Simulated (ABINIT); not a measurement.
# SrIr2 (Fd-3m): zone-centre phonons

Which modes does SrIr2 (Fd-3m) have at the zone centre?

Main program and level: ABINIT 10.8.3; DFT LDA, scalar-relativistic, plane waves, PseudoDojo norm-conserving pseudopotentials.

The database entry behind the starting cell differs from later determinations by our own check (an axis about 1.2 % short against later determinations), so it need not match the best structure at ambient conditions.

### Step 1. Starting point

It takes space group Fd-3m (No. 227, cubic). Conventional cell: a = 7.700 Å, b = 7.700 Å, c = 7.700 Å, α = 90.00°, β = 90.00°, γ = 90.00°. Sr has 12 Ir at 3.19 Å and 4 Sr at 3.33 Å nearest. Nearest to Ir lie 6 Ir at 2.72 Å and 6 Sr at 3.19 Å. Farther neighbours are not listed.

### Step 2. A probe with smearing

A first run with smearing and empty bands tells whether the crystal has a gap, which decides between fixed occupations and smearing later on.

probe.abi

```
# ground state
tolvrs 1.0d-08
prtden 1
prtwf 1

# basis, mesh and filling
ecut 30.0
ngkpt 4 4 4
nshiftk 1
shiftk 0.0 0.0 0.0
istwfk *1
occopt 7
tsmear 0.005
nband 57
nstep 100
diemac 9.0
prtebands 0
prtgsr 0
useylm 1

# cell and atoms
acell 3*1.0 Angstrom
rprim 
    0.0 3.85 3.85
    3.85 0.0 3.85
    3.85 3.85 0.0
ntypat 2
znucl 38 77
natom 6
typat 1 1 2 2 2 2
xred 
    0.0 0.0 0.0
    0.25 0.25 0.25
    0.625 0.625 0.625
    0.125 0.625 0.625
    0.625 0.625 0.125
    0.625 0.125 0.625
pp_dirpath "./pseudo"
pseudos "Sr.upf, Ir.upf"
```

Started as:

```sh
> OMP_NUM_THREADS=1 mpirun -n 8 abinit probe.abi > probe.log
```

Numbers of over 12 decimals in the logs are rounded to 6 here.

probe.abo, the main output file:

```text
[banners, grids, parts of the stress and lines that vanish by symmetry left out]
- input  file    -> probe.abi
- output file    -> probe.abo
- root for input  files -> probei
[...]
Symmetries : space group Fd -3 m (#227); Bravais cF (face-center cubic)
[...]
mpw =        6065          nfft =      157464          nkpt =           8
[...]
== DATASET  1 ==================================================================
[...]
cutoff_energies: {ecut:  30.0, pawecutdg:  -1.0, }
[...]
ETOT  1  -528.10802803203    -5.281E+02 1.522E-01 1.231E+02
 ETOT  2  -528.37875965215    -2.707E-01 4.649E-03 4.949E+02
 ETOT  3  -528.44070751787    -6.195E-02 5.465E-03 1.685E+01
 ETOT  4  -528.44220603654    -1.499E-03 3.177E-03 1.610E+00
 ETOT  5  -528.44243506492    -2.290E-04 1.558E-03 2.809E-02
 ETOT  6  -528.44243842261    -3.358E-06 1.311E-03 3.602E-04
 ETOT  7  -528.44243845799    -3.538E-08 3.813E-04 1.371E-07
 ETOT  8  -528.44243845801    -1.660E-11 1.020E-03 2.686E-08
 ETOT  9  -528.44243845801     1.137E-13 1.049E-04 3.775E-11
 At SCF step    9       vres2   =  3.78E-11 < tolvrs=  1.00E-08 =>converged.
[...]
sigma(1 1)=  2.70955271E-04  sigma(3 2)=  0.00000000E+00
  sigma(2 2)=  2.70955271E-04  sigma(3 1)=  0.00000000E+00
  sigma(3 3)=  2.70955271E-04  sigma(2 1)=  0.00000000E+00
[...]
convergence: {deltae:  1.137E-13, res2:  3.775E-11, residm:  1.049E-04, diffor: null, }
etotal    :  -5.28442438E+02
[...]
sigma(1 1)=  2.70955271E-04  sigma(3 2)=  0.00000000E+00
  sigma(2 2)=  2.70955271E-04  sigma(3 1)=  0.00000000E+00
  sigma(3 3)=  2.70955271E-04  sigma(2 1)=  0.00000000E+00
[...]
- sigma(1 1)=  7.97177928E+00  sigma(3 2)=  0.00000000E+00
- sigma(2 2)=  7.97177928E+00  sigma(3 1)=  0.00000000E+00
- sigma(3 3)=  7.97177928E+00  sigma(2 1)=  0.00000000E+00
[...]
fcart     -3.1197101268E-28  2.8926140237E-28 -2.8921321221E-28
           strten      2.7095527052E-04  2.7095527052E-04  2.7095527052E-04
================================================================================

[key lines of the parts left out:]
pressure_GPa:  -7.9718E+00
```

It took 37 s on 8 MPI ranks of Arm Neoverse N1, shared host.

This step gave:

* volume per atom: 19.02 Å³
* pressure: -7.972 GPa
* gap on the k-mesh: 0 eV

No gap opens on this mesh, so smearing is kept; the printed pressure holds the stress of the finite basis too.

### Step 3. Relaxation

The harmonic expansion needs vanishing forces, and a free crystal bears no stress, so cell and atoms are brought to rest. Stress is more sensitive to the basis than forces are: the last 3 Ha under the cutoff are smoothed with ecutsm, and the cutoff is raised above that of the later runs.

relax.abi

```
# relaxation
ionmov 2
optcell 2
dilatmx 1.08
ntime 40
tolmxf 1.0d-05
tolvrs 1.0d-14
prtwf 0
prtden 0
chksymtnons 0

# basis, mesh and filling
ecut 38.0
ecutsm 3.0
ngkpt 6 6 6
nshiftk 1
shiftk 0.0 0.0 0.0
istwfk *1
occopt 7
tsmear 0.01
nband 57
nstep 100
diemac 1000000.0
prtebands 0
prtgsr 0
useylm 1

# cell and atoms
acell 3*1.0 Angstrom
rprim 
    0.0 3.85 3.85
    3.85 0.0 3.85
    3.85 3.85 0.0
ntypat 2
znucl 38 77
natom 6
typat 1 1 2 2 2 2
xred 
    0.0 0.0 0.0
    0.25 0.25 0.25
    0.625 0.625 0.625
    0.125 0.625 0.625
    0.625 0.625 0.125
    0.625 0.125 0.625
pp_dirpath "./pseudo"
pseudos "Sr.upf, Ir.upf"
```

Started as:

```sh
> OMP_NUM_THREADS=1 mpirun -n 16 abinit relax.abi > relax.log
```

relax.abo, the main output file:

```text
[banners, grids, parts of the stress and lines that vanish by symmetry left out]
- input  file    -> relax.abi
- output file    -> relax.abo
- root for input  files -> relaxi
[...]
Symmetries : space group Fd -3 m (#227); Bravais cF (face-center cubic)
[...]
mpw =       10969          nfft =      262144          nkpt =          16
[...]
== DATASET  1 ==================================================================
[...]
cutoff_energies: {ecut:  38.0, pawecutdg:  -1.0, }
[...]
ETOT  1  -528.10038900688    -5.281E+02 1.503E-01 1.795E+02
 ETOT  2  -528.39810124333    -2.977E-01 7.374E-03 6.567E+02
 ETOT  3  -528.44691815653    -4.882E-02 4.141E-03 3.321E+01
 ETOT  4  -528.44866111349    -1.743E-03 2.234E-03 2.064E+00
 ETOT  5  -528.44883074541    -1.696E-04 1.263E-03 1.044E-01
[...]
At SCF step   12       vres2   =  4.73E-16 < tolvrs=  1.00E-14 =>converged.
[...]
sigma(1 1)=  2.56010160E-04  sigma(3 2)=  0.00000000E+00
  sigma(2 2)=  2.56010160E-04  sigma(3 1)=  0.00000000E+00
  sigma(3 3)=  2.56010160E-04  sigma(2 1)=  0.00000000E+00
[...]
convergence: {deltae:  1.160E-11, res2:  4.732E-16, residm:  7.428E-04, diffor: null, }
etotal    :  -5.28448839E+02
[...]
ETOT  1  -528.22949692804    -5.282E+02 2.411E-03 3.193E+03
[...]
At SCF step   12       vres2   =  4.09E-16 < tolvrs=  1.00E-14 =>converged.
[...]
sigma(1 1)=  1.38248513E-04  sigma(3 2)=  0.00000000E+00
  sigma(2 2)=  1.38248513E-04  sigma(3 1)=  0.00000000E+00
  sigma(3 3)=  1.38248513E-04  sigma(2 1)=  0.00000000E+00
[...]
convergence: {deltae:  2.274E-11, res2:  4.090E-16, residm:  1.186E-05, diffor: null, }
etotal    :  -5.28452334E+02
[...]
ETOT  1  -528.18692353772    -5.282E+02 5.565E+00 3.914E+03
[...]
At SCF step   12       vres2   =  3.00E-16 < tolvrs=  1.00E-14 =>converged.
[...]
sigma(1 1)= -1.14987361E-05  sigma(3 2)=  0.00000000E+00
  sigma(2 2)= -1.14987361E-05  sigma(3 1)=  0.00000000E+00
  sigma(3 3)= -1.14987361E-05  sigma(2 1)=  0.00000000E+00
[...]
convergence: {deltae:  1.830E-11, res2:  3.000E-16, residm:  1.169E-05, diffor: null, }
etotal    :  -5.28453598E+02
[...]
ETOT  1  -528.45161841203    -5.285E+02 1.767E-05 2.847E+01
[...]
At SCF step   10       vres2   =  7.45E-15 < tolvrs=  1.00E-14 =>converged.
[...]
sigma(1 1)=  4.36836837E-07  sigma(3 2)=  0.00000000E+00
  sigma(2 2)=  4.36836837E-07  sigma(3 1)=  0.00000000E+00
  sigma(3 3)=  4.36836837E-07  sigma(2 1)=  0.00000000E+00
[...]
convergence: {deltae: -4.661E-11, res2:  7.449E-15, residm:  1.189E-05, diffor: null, }
etotal    :  -5.28453605E+02
[...]
ETOT  1  -528.45360287757    -5.285E+02 1.295E-05 3.744E-02
[...]
ETOT  8  -528.45360548506     1.353E-11 2.831E-05 6.152E-13
 ETOT  9  -528.45360548507    -1.182E-11 2.482E-05 1.051E-15
 At SCF step    9       vres2   =  1.05E-15 < tolvrs=  1.00E-14 =>converged.
[...]
sigma(1 1)=  1.26513467E-09  sigma(3 2)=  0.00000000E+00
  sigma(2 2)=  1.26513468E-09  sigma(3 1)=  0.00000000E+00
  sigma(3 3)=  1.26513468E-09  sigma(2 1)=  0.00000000E+00
[...]
convergence: {deltae: -1.182E-11, res2:  1.051E-15, residm:  2.482E-05, diffor: null, }
etotal    :  -5.28453605E+02
[...]
At Broyd/MD step   5, gradients are converged :
[...]
sigma(1 1)=  1.26513467E-09  sigma(3 2)=  0.00000000E+00
  sigma(2 2)=  1.26513468E-09  sigma(3 1)=  0.00000000E+00
  sigma(3 3)=  1.26513468E-09  sigma(2 1)=  0.00000000E+00
[...]
- sigma(1 1)=  3.72215472E-05  sigma(3 2)=  0.00000000E+00
- sigma(2 2)=  3.72215475E-05  sigma(3 1)=  0.00000000E+00
- sigma(3 3)=  3.72215473E-05  sigma(2 1)=  0.00000000E+00
[...]
fcart     -6.3642616154E-31  7.3433787870E-32  4.6508065651E-31
           strten      1.2651346741E-09  1.2651346845E-09  1.2651346776E-09
================================================================================

[key lines of the parts left out:]
pressure_GPa:  -3.7222E-05
Total energy (etotal) [Ha]= -5.28453605485074E+02
```

The job ended after 5.3 min (16 MPI ranks).

The steps of the relaxation:

| step | energy less that of the first step (eV) | largest force (eV/Å) | volume (Å³) |
| --- | --- | --- | --- |
| 1 | 0.0000 | 0.0000 | 114.13 |
| 2 | -0.0951 | 0.0000 | 111.52 |
| 3 | -0.1295 | 0.0000 | 108.66 |
| 4 | -0.1297 | 0.0000 | 108.87 |
| 5 | -0.1297 | 0.0000 | 108.86 |

| conventional cell, symmetrised | before | after | change |
| --- | --- | --- | --- |
| a (Å) | 7.700 | 7.580 | -1.6 % |
| b (Å) | 7.700 | 7.580 | -1.6 % |
| c (Å) | 7.700 | 7.580 | -1.6 % |
| volume (Å³/atom) | 19.02 | 18.14 | -4.6 % |

Final coordinates:

```xyz
6
Lattice="0.0000 3.7898 3.7898 3.7898 0.0000 3.7898 3.7898 3.7898 0.0000" Properties=species:S:1:pos:R:3 pbc="T T T"
Sr    0.0000    0.0000    0.0000
Sr    1.8949    1.8949    1.8949
Ir    4.7372    4.7372    4.7372
Ir    4.7372    2.8423    2.8423
Ir    2.8423    2.8423    4.7372
Ir    2.8423    4.7372    2.8423
```

Read from the output:

- volume per atom: 18.14 Å³
- pressure: -3.72e-5 GPa

The volume changes by -4.6 % in this run and stands -4.6 % from the first cell.

### Step 4. Ground state

First-order wavefunctions inherit every error of the ground state, hence the very tight tolvrs. Smearing stays on, as the first look found no gap above 0.3 eV.

gs.abi

```
# ground state
tolvrs 1.0d-16
prtden 1
prtwf 1

# basis, mesh and filling
ecut 30.0
ngkpt 6 6 6
nshiftk 1
shiftk 0.0 0.0 0.0
istwfk *1
occopt 7
tsmear 0.01
nband 57
nstep 100
diemac 1000000.0
prtebands 0
prtgsr 0
useylm 1

# cell and atoms
acell 3*1.0 Angstrom
rprim 
    0.0 3.789783293 3.789783293
    3.789783293 0.0 3.789783293
    3.789783293 3.789783293 0.0
ntypat 2
znucl 38 77
natom 6
typat 1 1 2 2 2 2
xred 
    0.0 0.0 0.0
    0.25 0.25 0.25
    0.625 0.625 0.625
    0.125 0.625 0.625
    0.625 0.625 0.125
    0.625 0.125 0.625
pp_dirpath "./pseudo"
pseudos "Sr.upf, Ir.upf"
```

Started as:

```sh
> OMP_NUM_THREADS=1 mpirun -n 16 abinit gs.abi > gs.log
```

gs.abo, the main output file:

```text
[banners, grids, parts of the stress and lines that vanish by symmetry left out]
- input  file    -> gs.abi
- output file    -> gs.abo
- root for input  files -> gsi
[...]
Symmetries : space group Fd -3 m (#227); Bravais cF (face-center cubic)
[...]
mpw =        5793          nfft =      125000          nkpt =          16
[...]
== DATASET  1 ==================================================================
[...]
cutoff_energies: {ecut:  30.0, pawecutdg:  -1.0, }
[...]
ETOT  1  -528.12942424181    -5.281E+02 1.249E-01 8.813E+01
 ETOT  2  -528.40851656347    -2.791E-01 1.343E-02 2.772E+02
 ETOT  3  -528.45181963513    -4.330E-02 1.094E-02 9.062E+00
 ETOT  4  -528.45280905306    -9.894E-04 3.898E-03 5.395E-01
 ETOT  5  -528.45290161551    -9.256E-05 1.710E-03 2.008E-02
[...]
ETOT 11  -528.45290508228    -1.819E-12 2.741E-04 7.633E-15
 ETOT 12  -528.45290508228     4.547E-12 2.813E-04 4.006E-17
 At SCF step   12       vres2   =  4.01E-17 < tolvrs=  1.00E-16 =>converged.
[...]
sigma(1 1)=  1.17548799E-05  sigma(3 2)=  0.00000000E+00
  sigma(2 2)=  1.17548799E-05  sigma(3 1)=  0.00000000E+00
  sigma(3 3)=  1.17548799E-05  sigma(2 1)=  0.00000000E+00
[...]
convergence: {deltae:  4.547E-12, res2:  4.006E-17, residm:  2.813E-04, diffor: null, }
etotal    :  -5.28452905E+02
[...]
sigma(1 1)=  1.17548799E-05  sigma(3 2)=  0.00000000E+00
  sigma(2 2)=  1.17548799E-05  sigma(3 1)=  0.00000000E+00
  sigma(3 3)=  1.17548799E-05  sigma(2 1)=  0.00000000E+00
[...]
- sigma(1 1)=  3.45840508E-01  sigma(3 2)=  0.00000000E+00
- sigma(2 2)=  3.45840508E-01  sigma(3 1)=  0.00000000E+00
- sigma(3 3)=  3.45840508E-01  sigma(2 1)=  0.00000000E+00
[...]
fcart      9.6589908912E-29 -1.2498430687E-28  1.2498430687E-28
           strten      1.1754879935E-05  1.1754879935E-05  1.1754879935E-05
================================================================================

[key lines of the parts left out:]
pressure_GPa:  -3.4584E-01
```

Elapsed: 41 s, on 16 MPI ranks; 11 min of CPU time.

Numbers from this step:

```
pressure : -0.3458 GPa
```

The cell stands at -0.35 GPa: the relaxation ran with a smoothed and higher cutoff, and the difference is a stress of the finite basis.

[end of part 1 of 2]

[Host names and launcher messages were left out of these logs when they were recorded.]

[Logs are printed without paths, hosts, clocks, repeated set-up lines and the standing remarks that a program may print on its own settings, such as how far it seeks lower states.]

[Hosts, paths, dates, database ids (printed as entryN), source tags and the programs' standing remarks are cut or masked in the printed files.]
